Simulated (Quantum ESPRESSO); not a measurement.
# Near-edge structure at the Cl K edge of SrCl2 (Fm-3m), part 2 of 3

What does one-electron theory with a core hole give for the Cl K edge of SrCl2 (Fm-3m)?

Quantum ESPRESSO 7.5; X-ray absorption near-edge structure, plane-wave PAW PBE, one-electron final states by a Lanczos continued fraction.

So far. Step 2 (Ground state of the crystal): The mesh shows a gap of 5.37 eV, so the hole is first treated in a charged cell, without the excited electron. Step 3 (Spectrum without a core hole, Cl atom 2): Main maxima below 24 eV (height): 3.3 eV (1.87), 5.9 eV (1.32), 7.6 eV (1.25), 17.6 eV (1.32), 18.6 eV (1.30) and 20.8 eV (1.37). A K edge sees empty p states on the absorber.

### 6. The atom with a core hole

Level of this step: all-electron atom with a core hole and its PAW potential, PBE, scalar-relativistic (Quantum ESPRESSO).

The final state has one core electron fewer, so a PAW data set is made for an atom with that hole.

Contents of Cl.pbe-nl-kjpaw-1sch.ld1.in:

```
&input
   title='Cl', zed=17., rel=1, iswitch=3, dft='PBE',
   config='1s1 2s2 2p6 3s2 3p6 3d-1'
/
&inputp
   file_pseudopw='Cl.pbe-nl-kjpaw-1sch.UPF', author='',
   lpaw=.true.,
   pseudotype=3,
   lloc=2,
   which_augfun='PSQ',
   rmatch_augfun_nc=.true.,
   nlcc=.true.,
   new_core_ps=.true.,
   rcore=1.3,
   tm=.true.,
   zval=8,
   lgipaw_reconstruction=.true., use_paw_as_gipaw=.true.
/
5
3S  1  0  2.00  0.00  1.20  1.30  0.0
3S  1  0  0.00  6.20  1.20  1.30  0.0
3P  2  1  6.00  0.00  1.30  1.60  0.0
3P  2  1  0.00  3.20  1.30  1.60  0.0
3D  3  2  0.00  1.50  1.10  1.10  0.0
```

Command:

```console
> ld1.x < Cl.pbe-nl-kjpaw-1sch.ld1.in > Cl.pbe-nl-kjpaw-1sch.ld1.out
```

The program printed:

```text
     [... banner and references ...]
PAW data will be used for GIPAW calculation
     --------------------------- All-electron run ----------------------------

     Cl
     scalar relativistic calculation

     atomic number is 17.00
     dft =PBE   lsd =0 sic =0 latt =0  beta=0.20 tr2=1.0E-14
     Exchange-correlation= PBE
                           (   1   4   3   4   0   0   0)
     mesh =1157 r(mesh) = 101.16842 a.u. xmin = -7.00 dx = 0.01250
     1 Ry =  13.60569312 eV, c = 137.03599908

     n l     nl                  e(Ry)          e(Ha)          e(eV)
     1 0     1S 1( 1.00)      -215.1942      -107.5971     -2927.8666
     2 0     2S 1( 2.00)       -21.0143       -10.5071      -285.9135
     2 1     2P 1( 6.00)       -16.9251        -8.4626      -230.2781
[...]
final scf error:  9.1E-15 reached in  31 iterations

     Etot =    -714.847720 Ry,    -357.423860 Ha,   -9725.998713 eV

     Ekin =     717.239954 Ry,     358.619977 Ha,    9758.546711 eV
     Encl =   -1746.843497 Ry,    -873.421748 Ha,  -23767.016554 eV
     Eh   =     362.042744 Ry,     181.021372 Ha,    4925.842475 eV
     Exc  =     -47.286922 Ry,     -23.643461 Ha,    -643.371346 eV

     normalization and overlap integrals

     s(1S/1S) =  1.000000  <r> =   0.0894  <r2> =    0.0107  r(max) =   0.0588
     s(1S/2S) = -0.001307
     s(1S/3S) = -0.000421
     s(2S/2S) =  1.000000  <r> =   0.4239  <r2> =    0.2132  r(max) =   0.3471
     s(2S/3S) = -0.000230
     s(2P/2P) =  1.000000  <r> =   0.3781  <r2> =    0.1774  r(max) =   0.2842
     s(2P/3P) = -0.000171
     s(3S/3S) =  1.000000  <r> =   1.4352  <r2> =    2.3991  r(max) =   1.1964
     s(3P/3P) =  1.000000  <r> =   1.6606  <r2> =    3.3290  r(max) =   1.2895

[...]
final scf error:  9.1E-15 reached in  31 iterations

     Etot =    -714.847720 Ry,    -357.423860 Ha,   -9725.998713 eV

     Ekin =     717.239954 Ry,     358.619977 Ha,    9758.546711 eV
     Encl =   -1746.843497 Ry,    -873.421748 Ha,  -23767.016554 eV
     Eh   =     362.042744 Ry,     181.021372 Ha,    4925.842475 eV
     Exc  =     -47.286922 Ry,     -23.643461 Ha,    -643.371346 eV

     normalization and overlap integrals

     s(1S/1S) =  1.000000  <r> =   0.0894  <r2> =    0.0107  r(max) =   0.0588
     s(1S/2S) = -0.001307
     s(1S/3S) = -0.000421
     s(2S/2S) =  1.000000  <r> =   0.4239  <r2> =    0.2132  r(max) =   0.3471
     s(2S/3S) = -0.000230
     s(2P/2P) =  1.000000  <r> =   0.3781  <r2> =    0.1774  r(max) =   0.2842
     s(2P/3P) = -0.000171
     s(3S/3S) =  1.000000  <r> =   1.4352  <r2> =    2.3991  r(max) =   1.1964
     s(3P/3P) =  1.000000  <r> =   1.6606  <r2> =    3.3290  r(max) =   1.2895

     ------------------------ End of All-electron run ------------------------

     ---------------------- Testing the pseudopotential ----------------------

     Cl
     scalar relativistic calculation

     atomic number is 17.00   valence charge is  8.00
     dft = SLA  PW   PBX  PBC   lsd =0 sic =0 latt =0  beta=0.20 tr2=1.0E-14
     mesh =1157 r(mesh) = 101.16842 xmin = -7.00 dx = 0.01250

     n l     nl             e AE (Ry)        e PS (Ry)    De AE-PS (Ry)
     1 0     3S   1( 2.00)       -1.70581       -1.70583        0.00002
     2 1     3P   1( 6.00)       -0.76300       -0.76301        0.00001

     eps = 1.2E-16  iter =  4

     Etot =    -714.847720 Ry,    -357.423860 Ha,   -9725.998713 eV
     Etotps =   -80.606261 Ry,     -40.303131 Ha,   -1096.704054 eV

     Ekin =      52.192744 Ry,      26.096372 Ha,     710.118458 eV
     Encl =    -121.813522 Ry,     -60.906761 Ha,   -1657.357401 eV
     Ehrt =      36.301432 Ry,      18.150716 Ha,     493.906148 eV
     Ecxc =     -47.286915 Ry,     -23.643458 Ha,    -643.371259 eV
     (Ecc =      -0.404578 Ry,      -0.202289 Ha,      -5.504558 eV)

     ---------------------- End of pseudopotential test ----------------------
```

The job ended after 0.81 s (1 MPI rank of Intel Xeon Platinum 8375C at 2.90GHz (Ice Lake), shared host; peak memory 0.13 GiB).

Removing the core electron and adding it to the valence shell costs the free atom 2830.3 eV.

### 7. Supercell with FCH, Cl atom 2

The holes are 7.0 Å apart. The excited electron is left out and a uniform background balances the charge.

Contents of scf.in:

```
&control
   calculation='scf', prefix='x', pseudo_dir='../pp', outdir='tmp', tprnfor=.true.
/
&system
   ibrav=0, nat=12, ntyp=3, nbnd=52
   ecutwfc=51, ecutrho=290
   occupations='fixed'
   tot_charge=1
/
&electrons
   conv_thr=1.2e-07, electron_maxstep=120
   mixing_beta=0.5
/
ATOMIC_SPECIES
Sr 1.0 Sr.pbe-spn-kjpaw.UPF
Cl0 1.0 Cl.pbe-nl-kjpaw-1sch.UPF
Cl 1.0 Cl.pbe-nl-kjpaw.UPF
CELL_PARAMETERS angstrom
  0.00000000 0.00000000 6.97670000
  6.97670000 0.00000000 0.00000000
  0.00000000 6.97670000 0.00000000
ATOMIC_POSITIONS crystal
Sr   0.00000000 0.00000000 0.00000000
Sr   0.00000000 0.50000000 0.50000000
Sr   0.50000000 0.50000000 0.00000000
Sr   0.50000000 0.00000000 0.50000000
Cl0  0.75000000 0.75000000 0.75000000
Cl   0.75000000 0.25000000 0.25000000
Cl   0.25000000 0.25000000 0.75000000
Cl   0.25000000 0.75000000 0.25000000
Cl   0.25000000 0.25000000 0.25000000
Cl   0.25000000 0.75000000 0.75000000
Cl   0.75000000 0.75000000 0.25000000
Cl   0.75000000 0.25000000 0.75000000
K_POINTS automatic
3 3 3 0 0 0
```

Command:

```console
> OMP_NUM_THREADS=1 mpirun --oversubscribe --bind-to none -np 4 pw.x -nk 4 -in scf.in > scf.out
```

The program printed:

```text
     [... banner and references ...]
[banner, memory and clock lines left out]
using ibrav=0 with symmetry is DISCOURAGED, use correct ibrav instead

     G-vector sticks info

     bravais-lattice index     =            0
     lattice parameter (alat)  =      13.1841  a.u.
     unit-cell volume          =    2291.6419 (a.u.)^3
     number of atoms/cell      =           12
     number of atomic types    =            3
     number of electrons       =        96.00
     number of Kohn-Sham states=           52
     kinetic-energy cutoff     =      51.0000  Ry
     charge density cutoff     =     290.0000  Ry
     scf convergence threshold =      1.2E-07
     mixing beta               =       0.5000
     number of iterations used =            8  plain     mixing
     Exchange-correlation= SLA  PW   PBX  PBC
                           (   1   4   3   4   0   0   0)

     celldm(1)=  13.184052  celldm(2)=   0.000000  celldm(3)=   0.000000
     celldm(4)=   0.000000  celldm(5)=   0.000000  celldm(6)=   0.000000

     crystal axes: (cart. coord. in units of alat)
               a(1) = (   0.000000   0.000000   1.000000 )
               a(2) = (   1.000000   0.000000   0.000000 )
               a(3) = (   0.000000   1.000000   0.000000 )

     reciprocal axes: (cart. coord. in units 2 pi/alat)
               b(1) = (  0.000000  0.000000  1.000000 )
               b(2) = (  1.000000  0.000000  0.000000 )
               b(3) = (  0.000000  1.000000  0.000000 )

     PseudoPot. #1 for Sr:     Pseudo is Projector augmented-wave + core cor, Zval = 10.0

     PseudoPot. #2 for Cl:     Pseudo is Projector augmented-wave + core cor, Zval =  8.0

[...]
estimated scf accuracy    <       0.00000024 Ry

     iteration #  9     ecut=    51.00 Ry     beta= 0.50
     Davidson diagonalization with overlap
     ethr =  2.52E-10,  avg # of iterations =  2.0

     End of self-consistent calculation

          k = 0.0000 0.0000 0.0000 ( 13997 PWs)   bands (ev):

   -29.6037 -29.5991 -29.5991 -29.5991 -16.3649 -11.8920 -11.8920 -11.7963
   -11.7177 -11.7177 -11.7177 -11.5846 -11.5846 -11.5846 -11.5622 -11.5622
   -11.5622  -9.8903  -9.5337  -9.5337  -9.0581  -8.9912  -8.9912  -8.8438
    -3.5510  -3.5510  -3.5510   0.8543   0.8543   0.8543   1.5167   1.5167
     1.5167   1.5747   1.5747   1.5747   1.8915   1.8915   1.8915   3.0427
     3.0427   3.0427   3.2126   3.2126   3.2126   3.5227   3.5227   3.5227
     8.2301   8.6995   8.6995   8.6996

     [... bands of 3 further k-points ...]

     highest occupied, lowest unoccupied level (ev):     3.5227    8.2301

!    total energy              =   -1679.28663104 Ry
     total all-electron energy =    -32614.645014 Ry
     estimated scf accuracy    <          6.7E-09 Ry

     The total energy is the sum of the following terms:
     one-electron contribution =    -111.45923838 Ry
     hartree contribution      =      96.77343650 Ry
     xc contribution           =    -129.47200045 Ry
     ewald contribution        =    -383.40827153 Ry
     one-center paw contrib.   =   -1151.72055717 Ry

     convergence has been achieved in   9 iterations

     Forces acting on atoms (cartesian axes, Ry/au):

     atom    1 type  1   force =     0.03125603    0.03125603    0.03125603
     atom    2 type  1   force =    -0.03125603   -0.03125603    0.03125603
     atom    3 type  1   force =    -0.03125603    0.03125603   -0.03125603
[...]
atom   11 type  3   force =     0.00000000    0.00000000    0.00000000
     atom   12 type  3   force =     0.00000000    0.00000000    0.00000000

     Total force =     0.108274     Total SCF correction =     0.000027

     XML data file, charge density, pseudopotentials, collected wavefunctions
```

Run time: 23 s. Hardware: 4 MPI ranks; peak memory 0.38 GiB.

Energy with the hole: -443744.851 eV, cores included.

### 8. Spectrum with FCH, Cl atom 2

The Lanczos recursion gives the spectrum without computing empty bands; each polarisation needs a run of its own on the full k mesh. xe0 is set between filled and empty states, and states below it are cut. The file of filecore holds the core orbital, taken from the hole-free data set.

Contents of xspectra.in:

```
&input_xspectra
   calculation='xanes_dipole', edge='K'
   prefix='x', outdir='tmp', xiabs=2, xe0=5.8764
   xonly_plot=.false., x_save_file='xanes.sav'
   xniter=3000, xcheck_conv=20, xerror=0.005
   xcoordcrys=.false., xepsilon(1)=1, xepsilon(2)=0, xepsilon(3)=0
/
&plot
   xnepoint=413, xemin=-10, xemax=45, terminator=.true., cut_occ_states=.true.
   xgamma=0.4
/
&pseudos
   filecore='../Cl.wfc'
/
&cut_occ
   cut_desmooth=0.1, cut_stepl=0.05, cut_stepu=0.05, cut_ierror=1e-5
/
4 4 4 0 0 0
```

Command:

```console
> OMP_NUM_THREADS=1 mpirun --oversubscribe --bind-to none -np 4 xspectra.x -nk 4 -in xspectra.in > xspectra.out
```

The program printed:

```text
     [... banner and references ...]
Reading input_file

     calculation: xanes_dipole

     xepsilon  [cartesian coordinates]:   1.000000   0.000000   0.000000

     xonly_plot: FALSE
        => complete calculation: Lanczos + spectrum plot

     filecore (core-wavefunction file): ../Cl.wfc

     main plot parameters:
        cut_occ_states: TRUE
        gamma_mode:  constant
        -> using xgamma [eV]:  0.40
        xemin [eV]: -10.00
        xemax [eV]:  45.00
        xnepoint:  413
        xe0 [eV]:   5.876400 (energy zero read in input file)

     WARNING: variable ef_r is obsolete

                      Reading SCF save directory: x.save

     tmp/x.save/

     Exchange-correlation= PBE
                           (   1   4   3   4   0   0   0)

     G-vector sticks info

                           Getting the Fermi energy

     From SCF save directory:
        ehomo [eV]:    3.5227 (highest occupied level)
        elumo [eV]:    8.2301 (lowest occupied level)
        ef    [eV]:    3.5227

     -> ef (in eV) will be written in x_save_file

                           Energy zero of the spectrum

     -> ef will NOT be used as energy zero of the spectrum
       (because xe0 read in input file)

     G-vector sticks info

     bravais-lattice index     =            0
     lattice parameter (alat)  =      13.1841  a.u.
     unit-cell volume          =    2291.6419 (a.u.)^3
     number of atoms/cell      =           12
     number of atomic types    =            3
     number of electrons       =        96.00
     number of Kohn-Sham states=           52
     kinetic-energy cutoff     =      51.0000  Ry
     charge density cutoff     =     290.0000  Ry
     Exchange-correlation= PBE
                           (   1   4   3   4   0   0   0)

     celldm(1)=  13.184052  celldm(2)=   0.000000  celldm(3)=   0.000000
     celldm(4)=   0.000000  celldm(5)=   0.000000  celldm(6)=   0.000000

     crystal axes: (cart. coord. in units of alat)
               a(1) = (   0.000000   0.000000   1.000000 )
               a(2) = (   1.000000   0.000000   0.000000 )
               a(3) = (   0.000000   1.000000   0.000000 )

     reciprocal axes: (cart. coord. in units 2 pi/alat)
               b(1) = (  0.000000  0.000000  1.000000 )
               b(2) = (  1.000000  0.000000  0.000000 )
               b(3) = (  0.000000  1.000000  0.000000 )

     PseudoPot. #1 for Sr:     Pseudo is Projector augmented-wave + core cor, Zval = 10.0

     PseudoPot. #2 for Cl:     Pseudo is Projector augmented-wave + core cor, Zval =  8.0

     PseudoPot. #3 for Cl:     Pseudo is Projector augmented-wave + core cor, Zval =  7.0

     atomic species   valence    mass     pseudopotential
     Sr               10.00     1.00000     Sr( 1.00)
     Cl0               8.00     1.00000     Cl( 1.00)
     Cl                7.00     1.00000     Cl( 1.00)

     24 Sym. Ops. (no inversion) found

   Cartesian axes

     site n.     atom                  positions (alat units)
         1        Sr     tau(   1) = (   0.0000000   0.0000000   0.0000000  )
         2        Sr     tau(   2) = (   0.5000000   0.5000000   0.0000000  )
         3        Sr     tau(   3) = (   0.5000000   0.0000000   0.5000000  )
         4        Sr     tau(   4) = (   0.0000000   0.5000000   0.5000000  )
         5        Cl0    tau(   5) = (   0.7500000   0.7500000   0.7500000  )
         6        Cl     tau(   6) = (   0.2500000   0.2500000   0.7500000  )
         7        Cl     tau(   7) = (   0.2500000   0.7500000   0.2500000  )
         8        Cl     tau(   8) = (   0.7500000   0.2500000   0.2500000  )
         9        Cl     tau(   9) = (   0.2500000   0.2500000   0.2500000  )
        10        Cl     tau(  10) = (   0.7500000   0.7500000   0.2500000  )
        11        Cl     tau(  11) = (   0.7500000   0.2500000   0.7500000  )
        12        Cl     tau(  12) = (   0.2500000   0.7500000   0.7500000  )

     number of k points=    64
                       cart. coord. in units 2pi/alat
[...]
k(    3) = (   0.0000000   0.5000000   0.0000000), wk =   0.0312500
        k(    4) = (   0.0000000   0.7500000   0.0000000), wk =   0.0312500
        k(    5) = (   0.2500000   0.0000000   0.0000000), wk =   0.0312500
[...]
k(   62) = (   0.7500000   0.2500000   0.7500000), wk =   0.0312500
        k(   63) = (   0.7500000   0.5000000   0.7500000), wk =   0.0312500
        k(   64) = (   0.7500000   0.7500000   0.7500000), wk =   0.0312500

     Dense  grid:   191063 G-vectors     FFT dimensions: (  72,  72,  72)

     Smooth grid:   112595 G-vectors     FFT dimensions: (  60,  60,  60)

     The potential is recalculated from file :
     tmp/x.save/charge-density

     Starting wfcs are   64 atomic wfcs
     Checking if some PAW data can be deallocated...

               Reading core wavefunction file for the absorbing atom

     ../Cl.wfc successfully read

                              Attributing the PAW radii
                     for the absorbing atom [units: Bohr radius]

        PAW proj 1: r_paw(l= 0)= 1.95  (1.5*r_cut)
        PAW proj 2: r_paw(l= 0)= 1.95  (1.5*r_cut)
        PAW proj 3: r_paw(l= 1)= 2.40  (1.5*r_cut)
        PAW proj 4: r_paw(l= 1)= 2.40  (1.5*r_cut)

        NB: The calculation will not necessary use all these r_paw values.
            - For a edge in the electric-dipole approximation,
              only the r_paw(l=1) values are used.
            - For a K edge in the electric-quadrupole approximation,
              only the r_paw(l=2) values are used.

            - For a L2 or L3 edge in the electric-quadrupole approximation,

              all projectors (s, p and d) are used.

                          Starting XANES calculation
                     in the electric dipole approximation

     Method of calculation based on the Lanczos recursion algorithm
        - STEP 1: Construction of a kpoint-dependent Lanczos basis,
          in which the Hamiltonian is tridiagonal (each 'iter'
          corresponds to the calculation of one more Lanczos vector)
        - STEP 2: Calculation of the cross-section as a continued fraction
          averaged over the k-points.

     ... Begin STEP 1 ...

        Radial transition matrix element(s) used in the calculation of the
        initial vector of the Lanczos basis (|tilde{phi}_abs> normalized)
        | For PAW proj. (l=1) #1: radial matrix element =   0.018887608
        | For PAW proj. (l=1) #2: radial matrix element =   0.026028373

NB: the    16 k-point are not all listed below because npool=  4
        |-------------------------------------------------------------
        ! k-point #     1:  ( 0.0000,  0.0000,  0.0000),  0.0312,   1
        |-------------------------------------------------------------
 okvan= T
        |   Norm of the initial Lanczos vector: 0.17835937E-01
        |   Estimated error at iter     20:   1.00550145
        |   Estimated error at iter     40:   0.21336276
        |   Estimated error at iter     60:   0.14072278
        |   Estimated error at iter     80:   0.13730649
        |   Estimated error at iter    100:   0.06563344
[...]
!   => CONVERGED at iter    300 with error=  0.00476112
        |-------------------------------------------------------------
        ! k-point #     2:  ( 0.0000,  0.2500,  0.0000),  0.0312,   1
        |-------------------------------------------------------------
 okvan= T
        |   Norm of the initial Lanczos vector: 0.17837858E-01
[...]
!   => CONVERGED at iter    480 with error=  0.00419399
        |-------------------------------------------------------------
     [... 13 further k-points ...]
        ! k-point #    16:  ( 0.7500,  0.7500,  0.0000),  0.0312,   1
        |-------------------------------------------------------------
 okvan= T
        |   Norm of the initial Lanczos vector: 0.17837894E-01
[...]
|   Estimated error at iter    340:   0.01325322
        |   Estimated error at iter    360:   0.01850930
        |   Estimated error at iter    380:   0.01782913
        !   => CONVERGED at iter    400 with error=  0.00452431

     Results of STEP 1 successfully written in x_save_file
     x_save_file name:
     ->  xanes.sav
     x_save_file version:  2

     ... End STEP 1 ...

     ... Begin STEP 2 ...

     The spectrum is calculated using the following parameters:
        xe0 [eV]:    5.8764
        the occupied states are elimintate from the spectrum
        xemin [eV]: -10.00
        xemax [eV]:  45.00
        xnepoint:  413
        constant broadening parameter [eV]:    0.400
        Core level energy [eV]:  -2822.
         (from electron binding energy of neutral atoms in X-ray data booklet)

     Cross-section successfully written in xanes.dat

     ... End STEP 2 ...

                                END JOB XSpectra
```

Wall time 1.8 min (4 MPI ranks); peak memory 0.28 GiB.

The Cl K spectrum, Cl atom 2, full core hole (charged cell) (energy from the lowest empty level; intensity scaled to a mean of 1 over the first 20 eV; the points at xe0, where the cut of filled states can leave a spike, are interpolated):

```
E (eV)  intensity
  -2.0       0.06
  -1.0       0.09
   0.0       0.20
   1.0       0.83
   2.0       1.31
   3.0       1.80
   4.0       1.21
   5.0       0.85
   6.0       1.03
   7.0       1.00
   8.0       1.02
   9.0       0.71
  10.0       0.67
  11.0       0.64
  12.0       0.66
  13.0       0.93
  14.0       0.84
  15.0       1.30
  16.0       1.01
  17.0       1.09
  18.0       1.23
  19.0       1.04
  20.0       1.20
  21.0       1.24
  22.0       1.03
  23.0       0.83
  24.0       0.84
  25.0       0.73
  26.0       0.85
  27.0       1.03
  28.0       1.20
  29.0       1.01
  30.0       1.04
  31.0       1.15
  32.0       1.10
```

Main maxima below 24 eV (height): 2.6 eV (2.49), 4.1 eV (1.22), 6.1 eV (1.04), 15.0 eV (1.30), 17.5 eV (1.40) and 20.9 eV (1.25). 

The hole costs E(hole) − E(ground) = 2829.86 eV, and the lowest empty level of the hole cell lies at 8.23 eV, which puts the zero at 2838.09 eV. One term is added: -17.92 eV, since the hole is spin-paired here and a spin-polarised one costs that much less in the free atom (computed apart). The photon energy is then 2820.17 eV. The functional and the charged cell's background leave an error of a few eV in such absolute values.

(Part 2 of 3 ends here.)

[Banner, clock and machine lines of the logs are left out without a mark of their own.]

[Logs are printed without paths, hosts, clocks, repeated set-up lines and the standing remarks that a program may print on its own settings, such as how far it seeks lower states.]

[Hosts, paths, dates, database ids (printed as entryN), source tags and the programs' standing remarks are cut or masked in the printed files.]

[Lists of maxima count a maximum above −3 eV only where it reaches 4 % of the highest in the window and stands out from its surroundings by 2 % of it (1.5 % where it reaches 55 %); shoulders and weaker maxima are passed over, and of the rest the first, up to two pre-edge ones and the few strongest are named.]
